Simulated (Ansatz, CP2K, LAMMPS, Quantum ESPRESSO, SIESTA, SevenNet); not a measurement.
**Structure and levels of amorphous 86ZrO2-14SiO2 (mol %) (84 atoms) across programs**

Aim: relax amorphous 86ZrO2-14SiO2 (mol %) (84 atoms), then compare forces, pressure and levels from several programs at that geometry.

All numbers are calculated, not measured.

## Step 1: The structure

The cell holds 84 atoms (24 Zr, 4 Si and 56 O), with edges of 10.40, 10.40 and 10.40 Å. Recipe: 84 atoms (24 Zr, 4 Si, 56 O) placed at random at 4.72 g/cm³, melted at 5000 K for 10 ps at fixed volume with the Morse and Coulomb pair potential with partial charges (Pedone, Malavasi, Menziani, Cormack and Segre, J. Phys. Chem. B 110, 11780 (2006)). Quenched from 5000 K to 300 K at 50 K/ps and fixed volume, held 5 ps, then minimised at fixed cell. Then the atoms were relaxed with SevenNet l3i5 in the fixed cell. Then the atoms were relaxed with CP2K double zeta, PBE.

## Step 2: The relaxation

CP2K double zeta (DZVP-MOLOPT-SR, GTH-PBE potentials, 480 Ry; k-points Γ) took 24 geometry steps and reached its thresholds. It started from the geometry that SevenNet l3i5 had relaxed.

It took 21 min on 8 threads of Arm Neoverse V1, shared host; peak memory 2 GiB.

```
                                 before           after
      energy (meV/atom)               0            -4.1
Zr-O bonds under 2.88 Å  150 at 2.171 Å  149 at 2.163 Å
Si-O bonds under 2.08 Å   16 at 1.650 Å   16 at 1.654 Å
```

Atoms moved by 0.05 Å r.m.s. and 0.17 Å at most, with the common shift taken off.

## Step 3: Structure of the relaxed cell

Density 4.72 g/cm³, 13.40 Å³ an atom.

g(r), total and by pair (bins of 0.2 Å):

```
r (Å)  total   O-O  O-Zr   O-Si  Zr-Zr  Zr-Si  Si-Si
 1.60   0.74  0.00  0.00  11.70   0.00   0.00   0.00
 1.80   0.00  0.00  0.00   0.00   0.00   0.00   0.00
 2.00   1.67  0.00  4.38   0.00   0.00   0.00   0.00
 2.20   2.00  0.00  5.27   0.00   0.00   0.00   0.00
 2.40   0.42  0.20  0.87   0.00   0.00   0.00   0.00
 2.60   0.77  1.61  0.15   0.00   0.00   0.00   0.00
 2.80   1.48  3.25  0.09   0.00   0.00   0.00   0.00
 3.00   0.80  1.60  0.08   0.00   0.34   1.02   0.00
 3.20   0.91  1.44  0.20   1.36   0.89   1.33   0.00
 3.40   0.89  0.87  0.45   0.86   2.57   2.37   0.00
 3.60   0.88  0.59  0.58   0.94   2.15   5.83   0.00
 3.80   1.09  0.80  1.25   0.82   2.35   0.33   0.00
 4.00   1.06  0.82  1.02   2.52   1.76   0.00   0.00
 4.20   1.13  0.99  1.32   1.80   0.71   0.26   3.13
 4.40   0.92  0.67  1.23   1.04   0.80   0.72   3.00
 4.60   1.02  0.59  1.66   0.75   0.59   0.86   2.62
 4.80   1.15  0.96  1.57   0.96   0.34   1.00   0.00
 5.00   0.92  0.90  1.04   0.64   0.62   1.32   0.00
```

Bonds by pair of elements; cutoffs follow the first minimum of g(r), held within bounds set by covalent radii, and pairs that aren't listed don't count as bonded:

```
pair A-B  cutoff (Å)  bonds  mean length (Å)  spread (Å)  shortest (Å)  B about A  A about B
    O-Zr        2.88    149             2.16       0.149          1.93       2.66       6.21
    O-Si        2.08     16             1.65       0.022          1.61      0.286          4
```

How many atoms have how many bonded neighbours:

```
element  mean  2   3  4  5   6  7
      O  2.95  8  43  5  0   0  0
     Si     4  0   0  4  0   0  0
     Zr  6.21  0   0  0  2  15  7
```

Bond angles, per cent of each kind in bins of 5°:

```
angle (°)  O-Zr-O  Zr-O-Zr  Si-O-Zr  O-Si-O
    60–65     0.5      0.0      0.0     0.0
    65–70     3.1      0.0      0.0     0.0
    70–75    10.7      0.0      0.0     0.0
    75–80    12.2      0.0      0.0     0.0
    80–85    10.5      1.5      0.0     0.0
    85–90     9.7      3.6      3.3     0.0
    90–95     7.1      5.1      0.0     0.0
   95–100     6.4     12.4      3.3     8.3
  100–105     5.1     16.1      3.3     4.2
  105–110     2.8      9.5      3.3    33.3
  110–115     2.0      6.6      3.3    50.0
  115–120     3.8      2.9      3.3     4.2
  120–125     1.8      7.3     13.3     0.0
  125–130     2.3     12.4     30.0     0.0
  130–135     2.8      4.4     10.0     0.0
  135–140     2.0      5.1     16.7     0.0
  140–145     2.0      3.6      3.3     0.0
  145–150     3.1      3.6      3.3     0.0
  150–155     2.5      2.2      3.3     0.0
  155–160     3.8      1.5      0.0     0.0
  160–165     2.5      0.7      0.0     0.0
  165–170     2.0      0.7      0.0     0.0
  170–175     0.8      0.7      0.0     0.0
  175–180     0.3      0.0      0.0     0.0
```

Bond angles (no mean is given where the spread exceeds 20°):

```
  angle  count  mean (°)  spread (°)
 O-Zr-O    392         -           -
Zr-O-Zr    137       116        19.6
Si-O-Zr     30       126        14.1
 O-Si-O     24       109         5.2
```

Bond length by coordination (bonds to H left out):

```
element  coordination  atoms  mean bond length (Å)
      O             2      8                  1.95
      O             3     43                  2.11
      O             4      5                  2.27
     Zr             5      2                  2.07
     Zr             6     15                  2.15
     Zr             7      7                  2.20
```

With the cutoffs above, 77 % of O atoms have 3, all Si atoms have 4 and 62 % of Zr atoms have 6 bonded neighbours.

## Step 4: The plane-wave reference

Quantum ESPRESSO 7.5: Kohn-Sham DFT, PBE, SSSP efficiency 1.3.0 pseudopotentials, plane waves. Its input for the relaxed cell:

```
&control
  calculation = 'scf'
  pseudo_dir = './pseudo'
  outdir = './tmp'
  disk_io = 'none'
  tprnfor = .true.
  tstress = .true.
/
&system
  ibrav = 0
  nat = 84
  ntyp = 3
  ecutwfc = 60
  ecutrho = 480
  nosym = .true.
  occupations = 'smearing'
  smearing = 'fd'
  degauss = 0.003675
/
&electrons
  conv_thr = 4.2e-07
  electron_maxstep = 100
  mixing_beta = 0.4
  mixing_mode = 'plain'
  diagonalization = 'david'
/
ATOMIC_SPECIES
Zr 91.224 Zr.upf
Si 28.085 Si.upf
O 15.999 O.upf
CELL_PARAMETERS angstrom
10.40280 0.00000 0.00000
0.00000 10.40280 0.00000
0.00000 0.00000 10.40280
ATOMIC_POSITIONS crystal
Zr 0.59370 0.08347 0.52828
Zr 0.69911 0.30114 0.28020
Zr 0.33063 0.65072 0.37427
[... 79 atom lines left out ...]
O 0.65237 0.45247 0.15264
O 0.43011 0.08179 0.41827
K_POINTS gamma
```

Elapsed: 2 min, on 8 MPI ranks of Arm Neoverse V1, shared host; peak memory 4.3 GiB.

## Step 5: All levels at this geometry

CPU times are from a shared host and are rough.

```
                level                    basis or training data  k-points  own r.m.s. force (meV/Å)  difference from the reference (meV/Å)  pressure (GPa)  Kohn-Sham gap (eV)  CPU time  memory (GiB)
              QE, PBE   plane waves, SSSP efficiency, 60/480 Ry         Γ                        64                                      -           -1.89                3.35    16 min           4.3
CP2K triple zeta, PBE     TZV2P-UZH, GTH-PBE potentials, 600 Ry         Γ                       109                                     96           -0.32                3.40    22 min           8.4
      SIESTA DZP, PBE  DZP orbitals, shift 0.01 Ry, mesh 400 Ry         Γ                       185                                    176            0.73                3.12   5.5 min           2.1
        SevenNet l3i5        trained on PBE(+U) plane-wave data         -                       169                                    158            1.87                   -      11 s           1.5
```

The gap is the spacing of the highest filled and lowest empty Kohn-Sham level on the mesh; a dash marks partly filled levels, a spacing under 0.15 eV or a method without such levels.

## Step 6: Findings

Relaxation in the fixed cell lowers the energy by 4 meV/atom at its own level and moves atoms by up to 0.17 Å. By the cutoffs of the final cell 0 bonds formed and 1 was lost, leaving 165. The reference finds an r.m.s. force of 64 meV/Å there and a pressure of -1.89 GPa, at a geometry that CP2K double zeta made.

Forces differ from the reference's by 96 meV/Å (CP2K triple zeta, PBE), 158 meV/Å (SevenNet l3i5) and 176 meV/Å (SIESTA DZP, PBE). CP2K double zeta is at its own minimum here, so the reference's force is itself a measure of how the two differ. Pressures lie +3.8 GPa (SevenNet l3i5), +1.6 GPa (CP2K triple zeta, PBE) and +2.6 GPa (SIESTA DZP, PBE) from the reference's. The highest filled and lowest empty levels lie 3.35 eV apart in the reference, against 3.40 eV in CP2K triple zeta, PBE and 3.12 eV in SIESTA DZP, PBE. With the cutoffs above, 77 % of O atoms have 3, all Si atoms have 4 and 62 % of Zr atoms have 6 bonded neighbours.

Caveats: The density was set by the recipe and held. One sample of a disordered cell; defect or tail levels can set the gap. Gaps are read on the mesh, which holds the band edges only if they fold onto it, and semilocal functionals tend to put them under measured ones. The quench rate of 50 K/ps is many orders above laboratory rates, so the cell is likely richer in defects and strain than a real sample. The reference samples only Γ, in a cell whose shortest periodic width is 10 Å. The plane-wave runs aren't exact: their cutoffs and mesh weren't converged further here. SIESTA's automatically made basis is far from complete, and its potentials were converted by us (checked for H, C, O, Si, Ge and Ca alone). Where levels are smeared, the DFT runs use Fermi–Dirac occupations at 580 K (0.05 eV), and energies are free energies.

[Logs are printed without paths, hosts, clocks, repeated set-up lines and the standing remarks that a program may print on its own settings, such as how far it seeks lower states.]

[Hosts, paths, dates, database ids (printed as entryN), source tags and the programs' standing remarks are cut or masked in the printed files.]
